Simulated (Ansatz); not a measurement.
# Li (Im-3m): phonon-mediated transition temperature, part 2 of 2

Wanted: λ, ω_log and Tc of Li (Im-3m). The cell shown first is a relaxed one, from steps not shown here.

Ansatz 0.2.0; DFT PBE, scalar-relativistic, plane waves, PAW.

So far, coupling constant λ: step 2 (electron–phonon run: q 4×4×4, k 12×12×12, scattering …) 0.479. Also log mean phonon energy ħω_log (meV): step 2 13.1.

In doubt: the program doubts the meshes or the phonons of the coupling sums, which bears on λ, Tc and transport values.

## 3. Coupling and resistivity: q 4×4×4, k 16×16×16, scattering 24×24×24

The next rung changes the k mesh of the density and its response; the scattering mesh, which samples the Fermi surface.

Contents of input.yaml:

```yaml
crystal:
  lattice:
    - [-1.7171385479, 1.7171385479, 1.7171385479]
    - [1.7171385479, -1.7171385479, 1.7171385479]
    - [1.7171385479, 1.7171385479, -1.7171385479]
  atoms:
    - { symbol: Li, position: [0.0, 0.0, 0.0] }
kpoints:
  mp_grid: { grid: [16, 16, 16] }
hamiltonian:
  xc: pbe
scf:
  occupations: { method: methfessel_paxton, width: 0.2 }
output:
  eigenvalues: true
phonons:
  method: dfpt
  qmesh: [4, 4, 4]
  temperatures: { t_max: 1000, t_step: 50 }
  qpath:
    path:
      - [[0.0, 0.0, 0.0], [0.5, -0.5, 0.5], [0.0, 0.0, 0.5], [0.0, 0.0, 0.0], [0.25, 0.25, 0.25], [0.5, -0.5, 0.5]]
      - [[0.25, 0.25, 0.25], [0.0, 0.0, 0.5]]
    npoints: 10
  electrical_resistivity:
    mesh: [24, 24, 24]
    temperatures: [20.0, 50.0, 77.0, 100.0, 150.0, 200.0, 300.0, 400.0, 600.0, 800.0]
  superconductivity: { mesh: [24, 24, 24] }
```

On the command line:

```bash
> ansatz run input.yaml --threads 4 --pin off --max-ram 8192MiB --backend cpu --events-out ev --progress --plain --runs-dir out
```

Numbers of over 12 decimals in the logs are rounded to 6 here.

The log of the run:

```text
[...]
Crystal: 1 atoms, lattice volume = 20.252 Å³
Basis set: ecut = 420 eV, 381 PW (Γ), exchange–correlation on 40×40×40 points (8 copies of the dense FFT grid, shifted against one another)
Bands: 6, of which v1, the nominal top of the filled ones, is band 2 counted from 1 (1 counted from 0)
Symmetry: 48 space group operations
k-points: 145 of 4096
[...]
SCF iter   1: F=—  HF=-204.687082 eV  |F-HF|=—  |Δ(HF+E_count)|=         —  Δρ=1.35e-4  dr2=2.58e-6  ethr=1.77e-3  ⟨swp⟩=4.2  Hψ=6682  notcnv=0
[...]
SCF iter   5: F=-204.687078 eV  HF=-204.687078 eV  |F-HF|=1.71e-13  |Δ(HF+E_count)|=  1.71e-10  S|Δr|=    0.00e0  Δρ=7.56e-8  dr2=4.66e-13  ethr=1.00e-12  ⟨swp⟩=4.5  Hψ=2447  notcnv=0
SCF 1 converged in 5 iterations: F = -204.687078 eV  dr2 = 4.66e-13
[...]
NSCF: frozen V_eff on 145 k-points
[...]
SCF iter   1: F=—  HF=-204.687082 eV  |F-HF|=—  |Δ(HF+E_count)|=         —  Δρ=1.35e-4  dr2=2.58e-6  ethr=1.77e-3  ⟨swp⟩=4.2  Hψ=6682  notcnv=0
[...]
SCF iter   5: F=-204.687078 eV  HF=-204.687078 eV  |F-HF|=2.84e-13  |Δ(HF+E_count)|=  1.71e-10  S|Δr|=    0.00e0  Δρ=7.55e-8  dr2=4.65e-13  ethr=1.00e-12  ⟨swp⟩=2.0  Hψ=1482  notcnv=0
SCF 2 converged in 5 iterations: F = -204.687078 eV  dr2 = 4.65e-13
[...]
SCF converged after 5 iterations
[...]
Free energy (F): -204.687078 eV
[...]
Internal energy: -204.686523 eV  (E = F + TS)
E sigma→0 (E₀):  -204.686939 eV
Entropy (-TS):   -0.000554 eV (-0.554 meV/atom)
Fermi energy:    1.015319 eV
[...]
--- Band table (eV; the first three rows and the last of 145) ---
[...]
ASR residual: 3.260e-5 → 0.000e0 eV/Å²; symmetrization residual: 7.579e-14 eV/Å²
  ASR residual per site (eV/Å²): 3.26e-5
  Γ frequencies (cm⁻¹): 0.00 0.00 0.00
--- Phonons (arbitrary-q DFPT): 8 irreducible q on the 4×4×4 mesh ---
[...]
interpolated dispersion: 62 rows × 3 modes
[...]
--- Electrical resistivity: potentials and phonons of a 4×4×4 supercell ---
[...]
at the Fermi level of each mesh (of a tensor a third of its trace):
[...]
24×24×24                     0.2364              6.7041    0.4739    0.5482          13.957
       12×12×12                     0.2443              6.6952    0.5365    0.5818          11.854
          6×6×6                     0.2352              6.7617    0.6567    0.7994           9.944
  resistivity on the deck's mesh, µΩ·cm:
[...]
20.00     1.4875e-2              no     1.4875e-2     1.4875e-2     1.4875e-2       1.0329e-1         3.7180e-2
     50.00     3.0457e-1              no     3.0457e-1     3.0457e-1     3.0457e-1        1.0565e0         3.8297e-1
     77.00      1.0737e0              no      1.0737e0      1.0737e0      1.0737e0        2.3263e0          1.1090e0
    100.00      2.0321e0              no      2.0321e0      2.0321e0      2.0321e0        3.5223e0          1.9635e0
    150.00      4.4200e0              no      4.4200e0      4.4200e0      4.4200e0        6.2060e0          4.0841e0
    200.00      6.7872e0              no      6.7872e0      6.7872e0      6.7872e0        8.8657e0          6.2170e0
    300.00      1.1230e1              no      1.1230e1      1.1230e1      1.1230e1        1.4067e1          1.0276e1
    400.00      1.5426e1              no      1.5426e1      1.5426e1      1.5426e1        1.9202e1          1.4153e1
    600.00      2.3409e1              no      2.3409e1      2.3409e1      2.3409e1        2.9519e1          2.1647e1
    800.00      3.0952e1              no      3.0952e1      3.0952e1      3.0952e1        4.0004e1          2.8920e1
[...]
vibrations of 64 cells: unjudged by the run; compare a larger repeat
[...]
--- Superconductivity: potentials and phonons of a 4×4×4 supercell ---
           mesh         λ    ħω_log (meV)  μ* declared at (meV)
       24×24×24    0.4739          13.957               21.566
       12×12×12    0.5365          11.854               20.494
          6×6×6    0.6567           9.944               18.949
  λ by the species' shares of the modes' patterns: Li 0.4739
[...]
0.08      2.153         2.207         1.857         1.857         2.301         2.303          2.302
      0.10      1.578         1.614         1.292         1.292         1.720         1.721          1.720
      0.12      1.099         1.122         0.858         0.858         1.256         1.257          1.257
      0.13      0.897         0.915         0.684         0.685         1.064         1.066          1.065
      0.14      0.719         0.732         0.538         0.538         0.897         0.898          0.897
      0.16      0.433         0.440         0.314         0.314         0.625         0.626          0.625
      0.20      0.109         0.110    none_found    none_found         0.283         0.284          0.283
  none_found: no transition down to 0.1 K
[...]
vibrations of 64 cells: unjudged by the run; compare a larger repeat
[...]
```

Wall time 2 min (4 threads of Arm Neoverse V1, shared host); peak memory 1.7 GiB.

This step gave:

* zero point energy: 0.03981 eV/cell
* share of imaginary modes in the plain interpolation between solved wavevectors: 0.0013
* highest frequency, solved or plainly interpolated: 331 cm⁻¹
* Debye temperature (second moment): 425 K
* resistivity at 300 K: 11.23 μΩ cm
* coupling constant λ: 0.4739
* density of states at the Fermi level: 0.2364 states/eV a spin and cell
* log mean phonon energy ħω_log: 13.96 meV
* transport coupling constant λ_tr: 0.5482, 0.5482, 0.5482 (xx, yy, zz)
* Drude plasma energy: 6.704, 6.704, 6.704 eV (xx, yy, zz)
* resistivity times mean free path: 9.455, 9.455, 9.455 × 10⁻¹⁶ Ω m² (xx, yy, zz)
* second-moment phonon energy ħω₂: 21.57 meV
* coupling λ by branch: 0.272, 0.0852, 0.116 (branches by rank of frequency)

An empty cell: under 1 mK by a formula, or no transition down to the floor of the Eliashberg search. Transition temperatures:

```csv
μ*,McMillan Tc (K),Allen–Dynes Tc (K),isotropic Fermi-surface Tc (K),isotropic full bandwidth Tc (K),anisotropic Fermi-surface Tc (K),anisotropic full bandwidth Tc (K),anisotropic narrow window Tc (K)
0.08,2.15,2.21,1.86,1.86,2.3,2.3,2.3
0.1,1.58,1.61,1.29,1.29,1.72,1.72,1.72
0.12,1.1,1.12,0.858,0.858,1.26,1.26,1.26
0.13,0.897,0.915,0.684,0.685,1.06,1.07,1.06
0.14,0.719,0.732,0.538,0.538,0.897,0.898,0.897
0.16,0.433,0.44,0.314,0.314,0.625,0.626,0.625
0.2,0.109,0.11,-,-,0.283,0.284,0.283
```

Table of Eliashberg function α²F by phonon energy; read off at these points:

```csv
phonon energy (meV),α²F,α²F tr
1.0,0.00230,0
2.0,0.00606,2.5e-4
3.0,0.00933,0.00185
4.0,0.0190,0.0113
5.0,0.0353,0.0342
6.0,0.0602,0.0778
7.0,0.0806,0.114
8.0,0.0880,0.124
9.0,0.0919,0.128
10.0,0.0964,0.134
11.0,0.107,0.151
12.0,0.115,0.165
13.0,0.127,0.186
14.0,0.136,0.203
15.0,0.146,0.224
15.6,0.148,0.231
16.0,0.135,0.207
17.0,0.100,0.136
18.0,0.0872,0.110
19.0,0.0799,0.0947
20.0,0.0758,0.0872
21.0,0.0761,0.0877
22.0,0.0796,0.0938
23.0,0.0871,0.107
24.0,0.0982,0.126
25.0,0.0951,0.115
26.0,0.0948,0.109
27.0,0.0943,0.102
28.0,0.0953,0.0957
29.0,0.0993,0.0943
30.0,0.106,0.0957
31.0,0.114,0.0997
32.0,0.123,0.106
33.0,0.126,0.106
34.0,0.133,0.110
35.0,0.152,0.124
36.0,0.198,0.158
37.0,0.318,0.248
38.0,0.390,0.347
38.4,0.369,0.347
39.0,0.252,0.208
40.0,0.0160,0.0154
```

Anisotropic full-bandwidth solution, weighted at the Fermi level. Gaps:

```csv
mu*,T (K),mean gap (meV),5 % (meV),95 % (meV),mean Z
0.1,0.43,0.233,0.111,0.328,1.47
0.1,0.861,0.221,0.105,0.31,1.47
0.1,1.29,0.177,0.0835,0.248,1.47
0.1,1.55,0.119,0.0562,0.167,1.47
0.13,0.266,0.138,0.052,0.202,1.47
0.13,0.533,0.13,0.0488,0.19,1.47
0.13,0.799,0.104,0.0389,0.152,1.47
0.13,0.959,0.0703,0.0261,0.102,1.47
0.16,0.156,0.0771,0.0198,0.117,1.47
0.16,0.313,0.0726,0.0186,0.11,1.47
0.16,0.469,0.058,0.0148,0.0877,1.47
0.16,0.563,0.0391,0.00995,0.059,1.47
```

Table of dTc/da2F by phonon energy:

```csv
phonon energy (meV),dTc/da2F (K/meV)
1,5.73
2,4.50
3,3.69
4,3.15
5,2.74
6,2.43
7,2.18
8,1.98
9,1.81
10,1.67
11,1.55
12,1.44
13,1.35
14,1.27
15,1.19
16,1.12
17,1.07
18,1.01
19,0.961
20,0.917
21,0.874
22,0.836
23,0.800
24,0.768
25,0.737
26,0.708
27,0.682
28,0.657
29,0.634
30,0.612
31,0.591
32,0.572
33,0.553
34,0.536
35,0.519
36,0.504
37,0.489
38,0.475
39,0.461
40,0.449
```

Table of share of the Fermi-level states by lambda of a state:

```csv
lambda of a state,share of the Fermi-level states
0.201,8.0e-4
0.235,0.0306
0.270,0.0642
0.304,0.0966
0.338,0.0321
0.372,0.0791
0.406,0.0948
0.440,0.0065
0.475,0.109
0.509,0.0978
0.543,0.112
0.577,0.0789
0.611,0.0502
0.645,0.0386
0.679,0.0874
0.714,0.0089
0.748,0.0037
0.782,3.0e-4
0.816,0.0033
0.850,0.0045
0.884,2.0e-4
0.919,3.0e-4
0.953,0
0.987,2.0e-4
```

Between step 2 and this run (k-mesh 16×16×16 and scattering mesh 24×24×24) the value for the coupling constant λ moves from 0.479 to 0.474.

## 4. Outcome

```yaml
meshes: q 4×4×4, k 16×16×16, scattering 24×24×24
coupling_constant_lambda: 0.474
log_mean_phonon_energy_omega_log: 14.0 meV
allen_dynes_tc_at_mu_star_0p1: 1.61 K
allen_dynes_tc_at_mu_star_0p13: 0.915 K
anisotropic_eliashberg_tc_at_mu_star_0p1: 1.72 K
anisotropic_eliashberg_tc_at_mu_star_0p13: 1.07 K
```

In words: In the last run (PBE, q 4×4×4, k 16×16×16, scattering 24×24×24), with λ = 0.47 and ħω_log = 14.0 meV, Tc at μ* = 0.13 is 0.90 K by McMillan's formula, 0.92 K by Allen and Dynes's and 1.1 K by the anisotropic Eliashberg equations. Measured: transition temperature: 0.0004 K (below 0.4 mK, ambient pressure; low-temperature measurement; “Superconductivity in lithium below 0.4 millikelvin at ambient pressure”, 2007, Nature, 10 May 2007). At μ* = 0.13 the calculation gives 1.1 K, far above it. These runs do not show the cause; candidates are the relaxed cell, a larger μ*, another crystal phase in the cold and the meshes. Raising μ* from 0.10 to 0.16 lowers the Allen–Dynes value from 1.6 to 0.44 K. The mean gap at a quarter of Tc gives 2Δ/k_B Tc = 2.99, against 3.53 in weak-coupling theory. The gap spreads from 0.052 to 0.20 meV over nine tenths of the Fermi surface. By the run's own test λ is not converged in the fine mesh: it moves by 13 % between the two finest, and by up to 18 % in the other runs. The run's transport test calls it not converged in the mesh; ρ(300 K) moves by 3 % in the component that moves most. In 2 of the runs shown, the last among them, the interpolated phonons dip below zero somewhere, which the program warns of. Over the runs, λ takes the values 0.479 and 0.474, in the order shown. μ* is a typed number, phonons are harmonic, and spin fluctuations are left out; at μ* = 0.13 McMillan's formula turns 1 % in λ into about 5.5 % in Tc.

[Logs are printed without paths, hosts, clocks, repeated set-up lines and the standing remarks that a program may print on its own settings, such as how far it seeks lower states.]

[Hosts, paths, dates, database ids (printed as entryN), source tags and the programs' standing remarks are cut or masked in the printed files.]
